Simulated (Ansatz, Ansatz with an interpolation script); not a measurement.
# From a coarse GW mesh to bands everywhere: Ba2CaMoO6 (Fm-3m)

G0W0 gives levels on a mesh alone; what do the bands of Ba2CaMoO6 (Fm-3m) look like between the points?

Calculated with Ansatz 0.2.0; LDA, Wannier functions and G0W0, plane waves, PAW.

Report form: the programs' logs are mostly left out.

**1. Starting point**

The structure is cubic, space group Fm-3m (No. 225). Conventional cell: a = 8.380 Å, b = 8.380 Å, c = 8.380 Å, α = 90.00°, β = 90.00°, γ = 90.00°. Nearest to Ba lie 12 O at 2.97 Å. Nearest to Ca lie 6 O at 2.28 Å. Mo has 6 O at 1.91 Å nearest. Nearest to O lie 1 Mo at 1.91 Å and 1 Ca at 2.28 Å and 4 Ba at 2.97 Å. Farther neighbours and most contacts between anions are not listed.

The cell and positions come from the Crystallography Open Database and are kept as given unless a step says otherwise. Spin-orbit coupling is left out unless a step names it.

**2. LDA bands**

The cheap functional maps the bands first; the places of the edges decide which points the dearer methods must see.

This step: DFT, LDA, plane waves, PAW; PAW set soft_1.

File input.yaml:

```yaml
crystal:
  lattice:
    - [0.0, 4.1900565, 4.1900565]
    - [4.1900565, 0.0, 4.1900565]
    - [4.1900565, 4.1900565, 0.0]
  atoms:
    - { symbol: Ba, position: [0.25, 0.25, 0.25] }
    - { symbol: Ba, position: [0.75, 0.75, 0.75] }
    - { symbol: Ca, position: [0.0, 0.0, 0.0] }
    - { symbol: Mo, position: [0.5, 0.5, 0.5] }
    - { symbol: O, position: [0.72814, 0.27186, 0.27186] }
    - { symbol: O, position: [0.27186, 0.72814, 0.27186] }
    - { symbol: O, position: [0.27186, 0.72814, 0.72814] }
    - { symbol: O, position: [0.72814, 0.27186, 0.72814] }
    - { symbol: O, position: [0.27186, 0.27186, 0.72814] }
    - { symbol: O, position: [0.72814, 0.72814, 0.27186] }
kpoints:
  mp_grid: { grid: [4, 4, 4] }
  band_path:
    path:
      - [[0.0, 0.0, 0.0], [0.5, 0.0, 0.5], [0.625, 0.25, 0.625]]
      - [[0.375, 0.375, 0.75], [0.0, 0.0, 0.0], [0.5, 0.5, 0.5], [0.5, 0.25, 0.75], [0.5, 0.0, 0.5]]
    npoints: 10
hamiltonian:
  xc: lda
  pseudopotentials: { kind: paw, azcp: { folder: soft_1 }, xc_functional: pbe }
scf:
  occupations: { method: fermi_dirac, width: 0.02 }
  n_extra_bands: 78
output:
  eigenvalues: true
  forces: true
  stress: true
  fatbands: true
  write_density: true
  write_potential: true
  elf: true
  volumetric_format: npy
```

Started as:

```sh
$ ansatz run input.yaml --threads 2 --pin off --max-ram 92160MiB --backend cuda --events-out ev --progress --plain --runs-dir out --devices 1 --max-vram 13GiB
```

The job ended after 8.8 s (1 × NVIDIA H100 80GB HBM3 (shared by 6 runs) with 2 threads of AMD EPYC 7R13 (Zen 3), shared host; peak memory 1 GiB).

Numbers from this step:

| Property | Result |
| --- | --- |
| pressure | -5.228 GPa |
| filled bands | 40 |
| gap | 2.138 eV |
| valence top at | Γ |
| conduction bottom at | X |
| least direct gap | 2.184 eV |

The gap is indirect, with the least direct gap 0.05 eV higher. The pressure of -5 GPa says that this functional would shrink the cell; it is kept.

Electronic bands along the path, in eV, zero at the top of the highest nominally filled band:

```tsv
point	band 37	band 38	band 39	band 40	band 41	band 42	band 43	band 44
Γ	-0.32	0.00	0.00	0.00	2.54	2.54	2.54	4.54
halfway	-0.51	-0.34	-0.34	-0.02	2.32	3.02	3.02	5.33
X	-1.00	-0.53	-0.53	-0.05	2.14	3.34	3.34	6.03
halfway	-0.92	-0.65	-0.59	-0.08	2.24	3.29	3.30	6.12
U	-0.77	-0.76	-0.72	-0.18	2.49	3.16	3.22	6.30
jump to K	-0.77	-0.76	-0.72	-0.18	2.49	3.16	3.22	6.30
halfway	-0.55	-0.32	-0.28	-0.19	2.69	2.83	2.90	5.45
Γ	-0.32	0.00	0.00	0.00	2.54	2.54	2.54	4.54
halfway	-0.57	-0.22	-0.22	-0.13	2.67	2.77	2.77	5.22
L	-0.78	-0.46	-0.46	-0.31	2.85	2.96	2.96	6.25
halfway	-0.81	-0.66	-0.40	-0.35	2.83	2.86	3.15	6.43
W	-0.84	-0.84	-0.37	-0.37	2.78	2.78	3.33	6.47
halfway	-0.75	-0.74	-0.64	-0.12	2.34	3.18	3.33	6.20
X	-1.00	-0.53	-0.53	-0.05	2.14	3.34	3.34	6.03
```

Valence density in the ac plane of the conventional cell at fractional y = 0.000, with atoms of Ca and Mo and O within 0.2 Å of it. It is the smooth field of the valence electrons, not physical close to the nuclei.

Ten even steps from '0' (0.0 e/Å³) to '9' (7.7 e/Å³), each cell a mean:
```
74101474115873126620026
31000121002431011100002
00000000000110000000000
00000000001320000000000
31000000003861000000002
83000000004861000000016
83000000001320000000016
31000000000000000000012
10000000000000000000001
42001210001220000110013
85114741014752002662137
96216951015872003883148
63112420003541001431025
21000000000110000000001
11000000000000000000001
52000000000110000000014
94000000002541000000027
62000000004972000000014
10000000002641000000001
00000000001110000000000
10000000001210000000001
52000242113652013310014
85101695126984138830037
```
Columns run along a (8.4 Å), rows up along c (8.4 Å), edges of the conventional cell, whose origin can differ from the input's. Atoms in or near the plane, at fractional coordinates: Ca at (0.00, 0.00), Ca at (0.50, 0.50), Mo at (0.50, 0.00), Mo at (0.00, 0.50), O at (0.27, 0.00), O at (0.77, 0.50), O at (0.73, 0.00), O at (0.23, 0.50), O at (0.00, 0.27), O at (0.50, 0.77), O at (0.50, 0.23), O at (0.00, 0.73).

ELF in the ac plane of the conventional cell at fractional y = 0.000, with atoms of Ca and Mo and O within 0.2 Å of it. It is the smooth field of the valence electrons, not physical close to the nuclei.

Ten even steps from '0' (0.01) to '9' (0.83), each cell a mean:
```
99528978648786487895389
97317998425763379983168
32003664223442136651013
54200111158887311110135
99720000389679510001589
69830000489689610001698
69830000279998510001697
88510110034554101111378
43224663002321015653134
65258996137985148997236
77468798269998259878468
58477588269999359668477
87369897259997249998358
53137885115663037885224
66312431012221002431246
89620000157886300001488
58830000389899610001697
89830000488579610001699
87510000279788400000378
22101332136765213320012
64115886313442258872035
99427989637875389994279
99628858658576486695399
```
Columns run along a (8.4 Å), rows up along c (8.4 Å), edges of the conventional cell, whose origin can differ from the input's. Atoms in or near the plane, at fractional coordinates: Ca at (0.00, 0.00), Ca at (0.50, 0.50), Mo at (0.50, 0.00), Mo at (0.00, 0.50), O at (0.27, 0.00), O at (0.77, 0.50), O at (0.73, 0.00), O at (0.23, 0.50), O at (0.00, 0.27), O at (0.50, 0.77), O at (0.50, 0.23), O at (0.00, 0.73).

**3. Wannier functions (Mo:4d O:2p) on 8×8×8**

Localised functions give a small Hamiltonian that interpolates between mesh points at no cost.

This step: maximally localised Wannier functions, LDA, plane waves, PAW; PAW set soft_1.

input.yaml, the sections that differ from step 2:

```yaml
kpoints:
  mp_grid: { grid: [4, 4, 4] }
scf:
  occupations: { method: fixed }
  n_extra_bands: 78
output:
  wannier:
    kmesh: [8, 8, 8]
    projections: [{ species: Mo, l: d, shell: 4 }, { species: O, l: p, shell: 2 }]
    minimise: true
    write_hr: true
    seedname: w
    conv_tol: 1.0e-06
    max_iter: 20000
    stability_check: false
    disentanglement:
      window: [4.09, 17.09]
      frozen_window: [4.09, 13.21]
      conv_tol: 1.0e-08
# crystal, hamiltonian: as in step 2
```

Run time: 24 s. Hardware: 1 × NVIDIA H100 80GB HBM3 (shared by 6 runs) with 2 threads; peak memory 2 GiB; 28 s of CPU time.

This step gave:

```
gauge-invariant spread     : 43.08 Å²
diagonal spread            : 0.003948 Å²
off-diagonal spread        : 1.219 Å²
total spread               : 44.31 Å²
least projectability       : 0.1318
localisation steps         : 64
disentanglement steps      : 271
r.m.s. interpolation error : 1.83e-4 eV
r.m.s. error near the gap  : 1.98e-4 eV
```

Near the gap the model misses directly solved bands by 0.2 meV r.m.s. and by 1 meV at most in the window tested. This tests the starting bands, not the corrections carried with them.

Wannier functions, by row:

```tsv
function	x (Å)	y (Å)	z (Å)	spread (Å²)	nearest atom	distance (Å)
1	4.19	4.19	4.19	6.377	Mo4	0
2	4.19	4.19	4.19	1.519	Mo4	0
3	4.19	4.19	4.19	1.519	Mo4	0
4	4.19	4.19	4.19	6.376	Mo4	0
5	4.19	4.19	4.19	1.519	Mo4	0
6	2.251	4.19	4.19	1.344	O5	0.027
7	2.175	4.19	4.19	1.811	O5	0.103
8	2.251	4.19	4.19	1.344	O5	0.027
9	4.19	2.251	4.19	1.344	O6	0.027
10	4.19	2.251	4.19	1.344	O6	0.027
11	4.19	2.175	4.19	1.811	O6	0.103
12	6.129	4.19	4.19	1.344	O7	0.027
13	6.205	4.19	4.19	1.811	O7	0.103
14	6.129	4.19	4.19	1.344	O7	0.027
15	4.19	6.129	4.19	1.344	O8	0.027
16	4.19	6.129	4.19	1.344	O8	0.027
17	4.19	6.205	4.19	1.811	O8	0.103
18	4.19	4.19	2.175	1.81	O9	0.103
19	4.19	4.19	2.251	1.344	O9	0.027
20	4.19	4.19	2.251	1.344	O9	0.027
21	4.19	4.19	6.205	1.81	O10	0.103
22	4.19	4.19	6.129	1.344	O10	0.027
23	4.19	4.19	6.129	1.344	O10	0.027
```

Frozen up to 4.44 eV; above it the model need not follow the bands. The electronic bands at the labelled points (eV, zero at the valence-band top):

```tsv
point	band 37	band 38	band 39	band 40	band 41	band 42	band 43	band 44
Γ	-0.32	0.00	0.00	0.00	2.54	2.54	2.54	6.95
halfway	-0.51	-0.34	-0.34	-0.02	2.32	3.02	3.02	6.51
X	-1.00	-0.53	-0.53	-0.05	2.14	3.34	3.34	6.13
halfway	-0.92	-0.65	-0.59	-0.08	2.24	3.29	3.30	6.23
U	-0.77	-0.76	-0.72	-0.18	2.49	3.16	3.22	6.48
jump to K	-0.77	-0.76	-0.72	-0.18	2.49	3.16	3.22	6.48
halfway	-0.55	-0.32	-0.28	-0.19	2.69	2.83	2.90	6.95
Γ	-0.32	0.00	0.00	0.00	2.54	2.54	2.54	6.95
halfway	-0.57	-0.22	-0.22	-0.13	2.67	2.77	2.77	7.07
L	-0.78	-0.46	-0.46	-0.31	2.85	2.96	2.96	7.29
halfway	-0.81	-0.66	-0.40	-0.35	2.83	2.86	3.15	6.87
W	-0.84	-0.84	-0.37	-0.37	2.78	2.78	3.33	6.51
halfway	-0.75	-0.74	-0.64	-0.12	2.34	3.18	3.33	6.31
X	-1.00	-0.53	-0.53	-0.05	2.14	3.34	3.34	6.13
```

The same for Kohn-Sham, solved directly:

```tsv
point	band 37	band 38	band 39	band 40	band 41	band 42	band 43	band 44
Γ	-0.32	0.00	0.00	0.00	2.54	2.54	2.54	4.54
X	-1.00	-0.53	-0.53	-0.05	2.14	3.34	3.34	6.03
U	-0.77	-0.76	-0.72	-0.18	2.49	3.16	3.22	6.30
K	-0.77	-0.76	-0.72	-0.18	2.49	3.16	3.22	6.30
Γ	-0.32	0.00	0.00	0.00	2.54	2.54	2.54	4.54
L	-0.78	-0.46	-0.46	-0.31	2.85	2.96	2.96	6.25
W	-0.84	-0.84	-0.37	-0.37	2.78	2.78	3.33	6.47
X	-1.00	-0.53	-0.53	-0.05	2.14	3.34	3.34	6.03
```

**4. G0W0 at every point of the mesh: 4×4×4 mesh, 613 empty bands, screening to 150 eV, PAW set soft_1 files**

Now the one-shot GW correction: screening in the RPA, then the self-energy of the levels asked for.

This step: G0W0 on LDA, plane waves, PAW; PAW set soft_1.

input.yaml, the sections that differ from step 3:

```yaml
scf:
  occupations: { method: fixed }
gw:
  n_empty_bands: 613
  ecut_chi: 150.0
  qp_bands: [v18, c3]
  screening: { model: contour_deformation }
# crystal, kpoints, hamiltonian: as in step 3
# output: removed
```

Run time: 46 s. Hardware: 1 × NVIDIA H100 80GB HBM3 (shared by 6 runs) with 2 threads; peak memory 1.8 GiB.

Numbers from this step:

- bands summed: 653
- RPA ε∞ on this mesh (eigenvalues): 4.690, 4.690, 4.690
- plane waves in the screening matrix: 609
- q-points in the mesh: 64
- G0W0 gap on the mesh: 3.705 eV
- k of the valence top: 0, 0, 0
- k of the conduction bottom: 0, -0.5, -0.5
- starting gap on the mesh: 2.138 eV
- Z at the valence top: 0.7200
- Z at the conduction bottom: 0.7776
- least direct G0W0 gap on the computed points: 3.764 eV

The gap on the mesh goes from 2.14 eV to 3.71 eV, a correction of +1.57 eV. Between the two edge states, bare exchange in place of the xc potential would open the gap by 10.61 eV, and correlation takes back 9.04 eV.

**5. Interpolating the corrections**

A script adds the corrections, carried to the Wannier functions and back, to the LDA levels, along the path and on a 13×13×13 mesh.

| Item | Value |
| --- | --- |
| G0W0 gap over the zone | 3.705 eV |
| valence top at | Γ |
| conduction bottom at | X |
| starting gap over the zone | 2.138 eV |
| least direct G0W0 gap | 3.764 eV |
| G0W0 gap on the mesh | 3.705 eV |
| valence width, start | 4.536 eV |
| valence width, G0W0 | 4.615 eV |
| gap by a rigid shift | 3.705 eV |

Levels solved directly plus the interpolated quasiparticle correction. Limits: finite bands, cutoff and mesh; no spin-orbit coupling. Quasiparticle bands along the path, in eV, zero at the valence-band top of each set:

```tsv
point	band 37	band 38	band 39	band 40	band 41	band 42	band 43
Γ	-0.36	0.00	0.00	0.00	4.11	4.11	4.11
halfway	-0.57	-0.37	-0.37	-0.03	3.89	4.61	4.61
X	-1.06	-0.60	-0.60	-0.06	3.71	4.96	4.96
halfway	-0.98	-0.73	-0.66	-0.10	3.81	4.91	4.93
U	-0.81	-0.81	-0.79	-0.20	4.06	4.76	4.83
jump to K	-0.81	-0.81	-0.79	-0.20	4.06	4.76	4.83
halfway	-0.61	-0.35	-0.31	-0.21	4.27	4.42	4.47
Γ	-0.36	0.00	0.00	0.00	4.11	4.11	4.11
halfway	-0.61	-0.24	-0.24	-0.14	4.25	4.35	4.35
L	-0.81	-0.50	-0.50	-0.34	4.44	4.53	4.53
halfway	-0.86	-0.71	-0.44	-0.39	4.41	4.44	4.75
W	-0.94	-0.94	-0.40	-0.40	4.36	4.36	4.96
halfway	-0.80	-0.80	-0.72	-0.14	3.91	4.78	4.96
X	-1.06	-0.60	-0.60	-0.06	3.71	4.96	4.96
```

The same for LDA:

```tsv
point	band 37	band 38	band 39	band 40	band 41	band 42	band 43
Γ	-0.32	0.00	0.00	0.00	2.54	2.54	2.54
X	-1.00	-0.53	-0.53	-0.05	2.14	3.34	3.34
U	-0.77	-0.76	-0.72	-0.18	2.49	3.16	3.22
K	-0.77	-0.76	-0.72	-0.18	2.49	3.16	3.22
Γ	-0.32	0.00	0.00	0.00	2.54	2.54	2.54
L	-0.78	-0.46	-0.46	-0.31	2.85	2.96	2.96
W	-0.84	-0.84	-0.37	-0.37	2.78	2.78	3.33
X	-1.00	-0.53	-0.53	-0.05	2.14	3.34	3.34
```

Minima of the lowest conduction band, from levels solved directly at the displaced points, plus the interpolated correction; masses are left empty at degenerate points, on flat bands and where the interpolated correction rules the curvature; G0W0 masses are rough. Conduction valleys, by row:

```tsv
point	k (reciprocal lattice)	valleys in the zone	G0W0 level above the valence top (eV)	LDA level above the valence top (eV)	G0W0 principal masses (m_e)	LDA principal masses (m_e)
X	-0.500 0.000 -0.500	3	3.705	2.138	0.611 0.611 2.702	0.593 0.593 2.511
```

Second differences of levels solved directly at the displaced points, plus the interpolated correction, at the quasiparticle band edges; no spin-orbit coupling; left empty where the band is flat or the interpolated correction rules the curvature. Effective masses, by row:

```tsv
carrier	point	Cartesian direction	band	LDA mass (m_e)	G0W0 mass (m_e)
hole	Γ	100	39	1.776	1.56
hole	Γ	100	38	1.776	1.56
hole	Γ	010	39	1.776	1.56
hole	Γ	010	38	1.776	1.56
hole	Γ	001	39	1.776	1.56
hole	Γ	001	38	1.776	1.56
hole	Γ	110	40	9.386	7.578
hole	Γ	110	39	2.523	2.089
hole	Γ	110	38	1.732	1.526
hole	Γ	111	40	3.82	3.499
hole	Γ	111	39	2.311	1.948
hole	Γ	111	38	2.311	1.947
electron	X	100	41	0.592	0.61
electron	X	010	41	2.515	2.709
electron	X	001	41	0.592	0.61
electron	X	110	41	0.957	0.996
electron	X	111	41	0.794	0.823
```

Corrections by starting level (eV, on the run's own energy scale, so only their differences matter):

```tsv
start	correction
-4.54	−0.29
-4.10	−0.08
-3.60	−0.18
-3.03	−0.47
-2.18	−0.43
-1.93	−0.46
-1.65	−0.43
-1.27	−0.46
-1.03	−0.52
-0.84	−0.49
-0.57	−0.42
-0.36	−0.42
-0.18	−0.41
0.00	−0.38
2.33	+1.18
2.54	+1.18
2.90	+1.19
3.34	+1.24
```

**6. LDA+SOC bands, for comparison**

The many-body steps leave out spin-orbit coupling, so its effect is taken from a two-component run, with twice the bands.

This step: DFT, LDA with spin-orbit coupling, plane waves, PAW; PAW set soft_1.

input.yaml: that of step 4 with these lines changed.

```diff
@@ -18,11 +18,19 @@
   mp_grid: { grid: [4, 4, 4] }
+  band_path:
+    path:
+      - [[0.0, 0.0, 0.0], [0.5, 0.0, 0.5], [0.625, 0.25, 0.625]]
+      - [[0.375, 0.375, 0.75], [0.0, 0.0, 0.0], [0.5, 0.5, 0.5], [0.5, 0.25, 0.75], [0.5, 0.0, 0.5]]
+    npoints: 10
 hamiltonian:
   xc: lda
-  pseudopotentials: { kind: paw, azcp: { folder: soft_1 }, xc_functional: pbe }
+  pseudopotentials: { kind: paw_fr, azcp: { folder: soft_1 }, xc_functional: pbe }
 scf:
-  occupations: { method: fixed }
-gw:
-  n_empty_bands: 613
-  ecut_chi: 150.0
-  qp_bands: [v18, c3]
-  screening: { model: contour_deformation }
+  occupations: { method: fermi_dirac, width: 0.02 }
+  n_extra_bands: 14
+magnetization:
+  noncollinear: true
+  spin_orbit: true
+output:
+  eigenvalues: true
+  forces: true
+  stress: true
```

The job ended after 9.7 s (1 × NVIDIA H100 80GB HBM3 (shared by 6 runs) with 2 threads; peak memory 1.6 GiB; 13 s of CPU time).

This step gave:

```yaml
pressure: -5.232 GPa
filled_bands: 80
gap: 2.132 eV
valence_top_at: Γ
conduction_bottom_at: X
least_direct_gap: 2.184 eV
```

The gap stands −0.01 eV against LDA.

**7. Results**

| Quantity | Value |
| --- | --- |
| LDA gap | 2.14 eV |
| G0W0 gap over the zone | 3.71 eV, indirect |
| least direct G0W0 gap, in the model | 3.76 eV |
| with the spin-orbit change | 3.70 eV |
| GW settings | 4×4×4 mesh, 613 empty bands, screening to 150 eV, PAW set soft_1 files |
| known limits | not at the basis limit; no spin-orbit coupling |

What this shows: The Wannier model follows the LDA bands to under 1 meV r.m.s. near the gap. The G0W0 gap over the zone is 3.71 eV, indirect, from Γ to X; on the mesh alone it is 3.71 eV, nearly the same. The valence width in the model goes from 4.54 eV to 4.62 eV. At the band edge the lightest electron mass is 0.59 m_e at the start and 0.61 m_e in G0W0; the G0W0 masses rest on corrections from the 4×4×4 mesh alone and are rough. LDA+SOC gives a gap of 2.13 eV on the same path, a spin-orbit change of −0.01 eV that would bring the G0W0 gap to 3.70 eV. Bands and cutoff are finite, so the gap is not at the basis limit. The miss can reach some tenths of an eV and take either sign; the mesh is an error of its own. Above the frozen window of the model the interpolated levels need not meet the computed ones, even at points of the mesh.

[Paths, hosts, dates, memory and timing lines, banners, echoed tables and standing remarks are left out of the program output.]

[Logs are printed without paths, hosts, clocks, repeated set-up lines and the standing remarks that a program may print on its own settings, such as how far it seeks lower states.]

[Runs of the session that timed out or met a known fault of the program may be left out.]

[Hosts, paths, dates, database ids (printed as entryN), source tags and the programs' standing remarks are cut or masked in the printed files.]
